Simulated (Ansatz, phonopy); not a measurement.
# How Al (Aluminum, Fm-3m) expands on warming, part 2 of 4

Aim: the lattice, expansion, heat capacity and bulk modulus of Aluminum as it warms.

What experiment has found for this phase:
- volume expansion coefficient 69 1e-6/K and heat capacity C_P per formula unit 24.2 J/mol/K near room temperature (given in “High-Throughput Prediction of Finite-Temperature Properties using the Quasi-Harmonic Approximation”, 2016, arXiv:1603.06924)

Ansatz 0.2.0; DFT LDA, scalar-relativistic, plane waves, PAW (the session's first sound run).

So far. Step 2 (A first coarse run): The start is under -3.7 GPa at this level and looks like a metal on this mesh. Step 4 (Relaxing to small residual forces and stress): The residual pressure is -9.0e-4 GPa, small enough for phonons.

## Step 5: Phonons on strained cells, functional LDA, q-mesh 2×2×2

The study relaxes the crystal at several strains, solves the phonons on some of them and minimises the free energy at each temperature (static energy, vibrations, the electrons in a metal, and PV under a set pressure); the q-mesh sets how far the force constants reach.

input.yaml

```yaml
crystal:
  lattice:
    - [0.0, 1.9912054016, 1.9912054016]
    - [1.9912054016, 0.0, 1.9912054016]
    - [1.9912054016, 1.9912054016, 0.0]
  atoms:
    - { symbol: Al, position: [0.0, 0.0, 0.0] }
kpoints:
  mp_grid: { grid: [20, 20, 20] }
hamiltonian:
  xc: lda
scf:
  occupations: { method: methfessel_paxton, width: 0.2 }
output:
  eigenvalues: true
phonons:
  method: dfpt
  qmesh: [2, 2, 2]
  temperatures: { t_max: 850.0, t_step: 50 }
  thermal_expansion: {}
```

Started as:

```console
$ ansatz run input.yaml --threads 4 --pin off --max-ram 8192MiB --backend cpu --events-out ev --progress --plain --runs-dir out
```

Numbers of over 12 decimals in the logs are rounded to 6 here.

Log:

```text
[...]
Crystal: 1 atoms, lattice volume = 15.790 Å³
Basis set: ecut = 487.2 eV, 387 PW (Γ), exchange–correlation on 48×48×48 points (8 copies of the dense FFT grid, shifted against one another)
Bands: 6, of which v1, the nominal top of the filled ones, is band 2 counted from 1 (1 counted from 0)
Symmetry: 48 space group operations
[...]
k-points: 256 of 8000
[...]
SCF iter   1: F=—  HF=-512.878415 eV  |F-HF|=—  |Δ(HF+E_count)|=         —  Δρ=3.40e-3  dr2=1.68e-3  ethr=1.77e-3  ⟨swp⟩=4.8  Hψ=12847  notcnv=0
[...]
SCF iter   5: F=-512.877663 eV  HF=-512.877663 eV  |F-HF|=1.14e-13  |Δ(HF+E_count)|=  5.76e-10  S|Δr|=    0.00e0  Δρ=1.12e-7  dr2=9.20e-13  ethr=1.00e-12  ⟨swp⟩=5.4  Hψ=6632  notcnv=0
SCF 1 converged in 5 iterations: F = -512.877663 eV  dr2 = 9.20e-13
[...]
relax step   1: F+E_penalty+E_count = -512.87766334 eV  Δ(F+E_penalty+E_count) = +0.000e0 eV  max|allowed force component| = 0.000e0 eV/Å  Δτ_max = 0.0000 Å  (5 SCF iters, accepted)
SCF converged after 5 iterations
[...]
Free energy (F): -512.877663 eV
[...]
Internal energy: -512.877310 eV  (E = F + TS)
E sigma→0 (E₀):  -512.877575 eV
Entropy (-TS):   -0.000353 eV (-0.353 meV/atom)
Fermi energy:    8.247823 eV
[...]
--- Stress (GPa, compression-positive) ---
       -0.005158       0.000000       0.000000
        0.000000      -0.005158       0.000000
       -0.000000      -0.000000      -0.005158
  P = ⅓ Tr σ = -0.0052 GPa (-0.052 kbar)
--- Band table (eV; the first three rows and the last of 256) ---
[...]
── thermal expansion: 3 new cells, 3 in all ──
thermal expansion: relaxation of cell 2
thermal expansion: relaxation of cell 3
── thermal expansion: 2 new cells, 5 in all ──
thermal expansion: relaxation of cell 4
thermal expansion: lower-state search of cell 4
thermal expansion: electrons of cell 4
thermal expansion: phonons of cell 4
WARN: thermal expansion, phonons of cell 4: eigensolver did not converge (k=12): 1 band(s) unlocked after 20 sweeps at ethr=1.00e-12 eV (lowest unlocked band 5, counted from 0; max residual 4.14e-6 eV among the unlocked bands, 4.14e-6 eV over every band)
thermal expansion: relaxation of cell 5
thermal expansion: electrons of cell 1
thermal expansion: electrons of cell 2
thermal expansion: electrons of cell 3
thermal expansion: electrons of cell 5
thermal expansion: phonons of cell 5
[...]
── thermal expansion: 7 new cells, 12 in all ──
thermal expansion: relaxation of cell 6
thermal expansion: relaxation of cell 7
thermal expansion: relaxation of cell 8
thermal expansion: relaxation of cell 9
thermal expansion: relaxation of cell 10
thermal expansion: relaxation of cell 11
thermal expansion: relaxation of cell 12
thermal expansion: electrons of cell 6
thermal expansion: electrons of cell 7
thermal expansion: electrons of cell 8
thermal expansion: electrons of cell 9
thermal expansion: electrons of cell 10
thermal expansion: electrons of cell 11
thermal expansion: electrons of cell 12
thermal expansion: phonons of cell 6
[...]
thermal expansion: phonons of cell 7
[...]
thermal expansion: phonons of cell 8
[...]
thermal expansion: phonons of cell 9
[...]
WARN: thermal expansion: eigensolver_not_converged in the phonons of 6 cells: 4, 5, 6, 7, 8, 9
--- Relaxed structure (1 steps of the walk, 1 accepted, 0 SCFs on fresh bases) ---
  F+E_penalty+E_count = -512.87766334 eV   max|allowed force component| = 0.000e0 eV/Å
  atoms:
    - { symbol: Al, position: [0.0, 0.0, 0.0] }
--- Thermal expansion: 12 cells in 3 rounds, 0 GPa ---
  no lower state was reached at cell 4; its state was not examined: fill_not_monotonic
  without vibrations: a 2.81596, b 2.81596, c 2.81596 Å, V 15.7894 Å³, B 82.74 GPa
  at 0 K: a 2.82552, b 2.82552, c 2.82552 Å, V 15.9507 Å³, B 80.34 GPa
  zero-point expansion: a +0.339, b +0.339, c +0.339, V +1.022 %
      T/K        a/Å        b/Å        c/Å       V/Å³ | expansion of a, b, c, V (1e-6/K)   | that of V in the mean from 25 °C | C_P, C_V (J/mol K of the cell) | B_T, B_S (GPa)
     0.00    2.82552    2.82552    2.82552    15.9507 |    0.00    0.00    0.00    0.00 |   45.07 |     0.000     0.000 |    80.34    80.34
   100.00    2.82693    2.82693    2.82693    15.9746 |   13.03   13.03   13.03   39.08 |   60.37 |    13.253    13.136 |    79.28    79.98
   200.00    2.83197    2.83197    2.83197    16.0601 |   21.03   21.03   21.03   63.09 |   67.98 |    21.535    20.945 |    76.60    78.76
   298.15    2.83829    2.83829    2.83829    16.1680 |   24.12   24.12   24.12   72.36 |       - |    24.359    23.238 |    73.71    77.27
   350.00    2.84193    2.84193    2.84193    16.2302 |   25.24   25.24   25.24   75.72 |   74.23 |    25.244    23.829 |    72.14    76.42
   450.00    2.84938    2.84938    2.84938    16.3583 |   27.10   27.10   27.10   81.29 |   77.49 |    26.530    24.508 |    69.03    74.73
   550.00    2.85737    2.85737    2.85737    16.4962 |   28.87   28.87   28.87   86.61 |   80.59 |    27.605    24.906 |    65.83    72.96
   650.00    2.86589    2.86589    2.86589    16.6443 |   30.75   30.75   30.75   92.26 |   83.72 |    28.645    25.179 |    62.50    71.11
   750.00    2.87502    2.87502    2.87502    16.8038 |   32.87   32.87   32.87   98.60 |   87.02 |    29.744    25.389 |    59.03    69.16
   850.00    2.88483    2.88483    2.88483    16.9764 |   35.34   35.34   35.34  106.01 |   90.60 |    30.972    25.564 |    55.38    67.10
  the static fit leaves 0.001 meV an atom of the energies and, of the stresses, 0.001 GPa of each cell's largest along a strain (root mean squares over the cells), whose Pulay part it has at -0.001 GPa
  vibrations' free energy: its fit leaves 0.0001 meV an atom at the most
  the electrons' free energy at temperature is in it; its fit leaves 0.0014 meV an atom at the most
  free energies summed between the sampled wave vectors
  estimated error of the fitted expansion in any direction: up to 0.049e-6/K, at 700 K (an estimate, not a bound: it was exceeded on models of known expansion)
  by sums over the sampled wave vectors an expansion of the volume parts by up to 14.18e-6/K
  by a static energy of one degree less an expansion of the volume parts by up to 0.53e-6/K
  eigensolver_not_converged in the phonons of 6 cells: 4, 5, 6, 7, 8, 9
```

It took 2 min on 4 threads of Arm Neoverse V1, shared host; peak memory 0.82 GiB.

This step gave:

```
pressure                                         : -0.005158 GPa
volume expansion coefficient at 298 K            : 72.36 1e-6/K
C_P at 298 K                                     : 24.36 J/mol-atom/K
entropy at 298 K                                 : 28.77 J/mol-atom/K
isothermal bulk modulus at 298 K                 : 73.71 GPa
Grüneisen parameter at 298 K                     : 2.235
volume at 298 K                                  : 16.17 Å³/atom
principal linear expansion coefficients at 298 K : 24.12, 24.12, 24.12 1e-6/K
```

Strained cells of the study; zero-point energy where phonons were solved; the pressures are stresses at a fixed cutoff and can carry an offset from the finite basis. Expansion cells, by row:

```
cell  |a| (Å)  |b| (Å)  |c| (Å)  V (Å³/atom)  E - E_lowest (meV/atom)  pressure, compression positive (GPa)  gap (eV)  zero-point energy (meV/atom)
   1    2.816    2.816    2.816        15.79                        0                                -0.007         -                             -
   2    2.839    2.839    2.839        16.17                    2.289                                -1.872         -                             -
   3    2.794    2.794    2.794        15.42                     2.37                                 2.088         -                             -
   4    2.816    2.816    2.816        15.79                        0                                -0.024         -                         38.95
   5     2.83     2.83     2.83        16.03                    0.932                                -1.216         -                         37.72
   6    2.851    2.851    2.851        16.39                    5.479                                -2.823         -                         35.95
   7    2.869    2.869    2.869         16.7                    12.06                                -4.041         -                         34.48
   8    2.887    2.887    2.887        17.01                    21.03                                -5.152         -                         33.04
   9    2.904    2.904    2.904        17.33                    32.27                                -6.162         -                         31.63
  10    2.788    2.788    2.788        15.33                    3.687                                 2.635         -                             -
  11    2.802    2.802    2.802        15.56                    0.892                                 1.258         -                             -
  12    2.928    2.928    2.928        17.74                    49.96                                -7.328         -                             -
```

Quasi-harmonic; a, b, c are the run's own cell vectors. Expansion, by row:

```
T (K)  a (Å)  b (Å)  c (Å)  alpha (deg)  beta (deg)  gamma (deg)  cell volume (Å³/cell)  alpha_a (1e-6/K)  alpha_b (1e-6/K)  alpha_c (1e-6/K)  alpha_V (1e-6/K)  C_P (J/mol-atom/K)  C_V (J/mol-atom/K)  S (J/mol-atom/K)  B_T (GPa)  B_S (GPa)  Grueneisen  extrapolation  fit error (1e-6/K)
    0  2.826  2.826  2.826           60          60           60                  15.95                 0                 0                 0                 0                   0                   0                 0      80.34      80.34           -              0                   0
   50  2.826  2.826  2.826           60          60           60                  15.95              4.16              4.16              4.16             12.49               4.105               4.099             1.459      80.18      80.29       2.347              0                   0
  100  2.827  2.827  2.827           60          60           60                  15.97             13.03             13.03             13.03             39.08               13.25               13.14             7.267      79.28      79.98       2.269              0                0.01
  150  2.829  2.829  2.829           60          60           60                  16.01             18.17             18.17             18.17             54.52               18.64               18.31             13.78      78.01      79.43        2.24              0                0.01
  200  2.832  2.832  2.832           60          60           60                  16.06             21.03             21.03             21.03             63.09               21.54               20.95             19.58       76.6      78.76       2.232              0                0.01
  250  2.835  2.835  2.835           60          60           60                  16.11             22.84             22.84             22.84             68.53               23.25               22.39             24.58      75.15      78.02       2.231              0                0.02
298.1  2.838  2.838  2.838           60          60           60                  16.17             24.12             24.12             24.12             72.36               24.36               23.24             28.77      73.71      77.27       2.235              0                0.02
  300  2.838  2.838  2.838           60          60           60                  16.17             24.16             24.16             24.16             72.49               24.39               23.26             28.93      73.66      77.24       2.235              0                0.02
  350  2.842  2.842  2.842           60          60           60                  16.23             25.24             25.24             25.24             75.72               25.24               23.83             32.75      72.14      76.42       2.241              0                0.03
  400  2.846  2.846  2.846           60          60           60                  16.29              26.2              26.2              26.2             78.59               25.93               24.22             36.17       70.6      75.59       2.248              0                0.03
  450  2.849  2.849  2.849           60          60           60                  16.36              27.1              27.1              27.1             81.29               26.53               24.51             39.26      69.03      74.73       2.256              0                0.04
  500  2.853  2.853  2.853           60          60           60                  16.43             27.98             27.98             27.98             83.94               27.08               24.73             42.08      67.44      73.85       2.265              0                0.04
  550  2.857  2.857  2.857           60          60           60                   16.5             28.87             28.87             28.87             86.61               27.61               24.91             44.69      65.83      72.96       2.274              0                0.04
  600  2.862  2.862  2.862           60          60           60                  16.57             29.79             29.79             29.79             89.37               28.12               25.05             47.11      64.18      72.04       2.284              0                0.05
  650  2.866  2.866  2.866           60          60           60                  16.64             30.75             30.75             30.75             92.26               28.64               25.18             49.38       62.5      71.11       2.296              0                0.05
  700   2.87   2.87   2.87           60          60           60                  16.72             31.77             31.77             31.77             95.32               29.18               25.29             51.53      60.79      70.14       2.307              0                0.05
  750  2.875  2.875  2.875           60          60           60                   16.8             32.87             32.87             32.87              98.6               29.74               25.39             53.56      59.03      69.16        2.32              0                0.05
  800   2.88   2.88   2.88           60          60           60                  16.89             34.05             34.05             34.05             102.2               30.34               25.48              55.5      57.23      68.14       2.333              0                0.04
  850  2.885  2.885  2.885           60          60           60                  16.98             35.34             35.34             35.34               106               30.97               25.56             57.36      55.38       67.1       2.348              0                0.04
```

The expansion coefficient by temperature; values in 1e-6/K:

```
temperature (K)  volume  principal 1
              0       0            0
             50    12.5         4.16
            100    39.1         13.0
            150    54.5         18.2
            200    63.1         21.0
            250    68.5         22.8
            298    72.4         24.1
            300    72.5         24.2
            350    75.7         25.2
            400    78.6         26.2
            450    81.3         27.1
            500    83.9         28.0
            550    86.6         28.9
            600    89.4         29.8
            650    92.3         30.8
            700    95.3         31.8
            750    98.6         32.9
            800     102         34.0
            850     106         35.3
```

At 298 K the volume expansion is 72.4 × 10⁻⁶/K and B_T is 73.7 GPa. The q-mesh is coarse, so this is a first estimate. The program raised the cutoff to 487.2 eV by itself: with no cutoff typed, the study takes about 1.16 times the default for its relaxations and scales it with the volume for the phonons.

## Step 6: Free-energy fit

This step: DFT LDA, scalar-relativistic, plane waves, PAW (phonopy 4.10.0).

This step gave:

| Property | Result |
| --- | --- |
| volume expansion coefficient at 300 K | 72.38 1e-6/K |
| isothermal bulk modulus at 300 K | 73.62 GPa |
| C_P at 300 K | 24.46 J/mol-atom/K |
| Grüneisen parameter at 300 K | 2.258 |

The energy (each curve on its own zero) by volume; values in meV/atom:

```csv
volume (Å³/atom),static,F at 0 K,F at 300 K,F at 850 K
15.793,0,3.66,8.7,23.2
16.031,0.93,3.36,6.86,16.8
16.389,5.48,6.13,7.25,10.3
16.695,12.1,11.2,10.3,7.31
17.008,21.0,18.8,15.6,6.48
17.326,32.3,28.6,23.1,7.66
```

Phonopy-qha, vinet fit of F(V) at each temperature. Qha vinet, by row:

| T (K) | fitted volume (Å³/atom) | alpha_V (1e-6/K) | B_T (GPa) | C_P (J/mol-atom/K) | Grueneisen |
| --- | --- | --- | --- | --- | --- |
| 100 | 15.97 | 37.18 | 79.13 | 12.8 | 2.17 |
| 150 | 16.01 | 53.47 | 77.89 | 18.56 | 2.211 |
| 200 | 16.06 | 62.63 | 76.52 | 21.57 | 2.233 |
| 250 | 16.11 | 68.31 | 75.09 | 23.31 | 2.247 |
| 300 | 16.17 | 72.38 | 73.62 | 24.46 | 2.258 |
| 350 | 16.23 | 75.66 | 72.12 | 25.3 | 2.27 |
| 400 | 16.29 | 78.55 | 70.59 | 25.98 | 2.282 |
| 450 | 16.36 | 81.27 | 69.03 | 26.57 | 2.295 |
| 500 | 16.43 | 83.94 | 67.43 | 27.11 | 2.309 |
| 550 | 16.5 | 86.64 | 65.81 | 27.63 | 2.323 |
| 600 | 16.57 | 89.42 | 64.16 | 28.15 | 2.339 |
| 650 | 16.64 | 92.33 | 62.48 | 28.67 | 2.355 |
| 700 | 16.72 | 95.4 | 60.77 | 29.2 | 2.372 |
| 750 | 16.8 | 98.67 | 59.03 | 29.77 | 2.39 |
| 800 | 16.89 | 102.2 | 57.26 | 30.36 | 2.409 |

The volume expansion coefficient by temperature; values in 1e-6/K:

```
temperature (K)  phonopy-qha, Vinet  Ansatz's own study
            100                37.2                39.1
            150                53.5                54.5
            200                62.6                63.1
            250                68.3                68.5
            300                72.4                72.5
            350                75.7                75.7
            400                78.5                78.6
            450                81.3                81.3
            500                83.9                83.9
            550                86.6                86.6
            600                89.4                89.4
            650                92.3                92.3
            700                95.4                95.3
            750                98.7                98.6
            800                 102                 102
```

The fit gives a volume expansion of 72.4 × 10⁻⁶/K at 300 K, against 72.4 at 298 K from the study itself, whose static fit uses more cells.

(Continued in part 3 of 4.)

[Logs are printed without paths, hosts, clocks, repeated set-up lines and the standing remarks that a program may print on its own settings, such as how far it seeks lower states.]

[Hosts, paths, dates, database ids (printed as entryN), source tags and the programs' standing remarks are cut or masked in the printed files.]

[A step with changed settings may run another functional than the one named; its input shows which.]
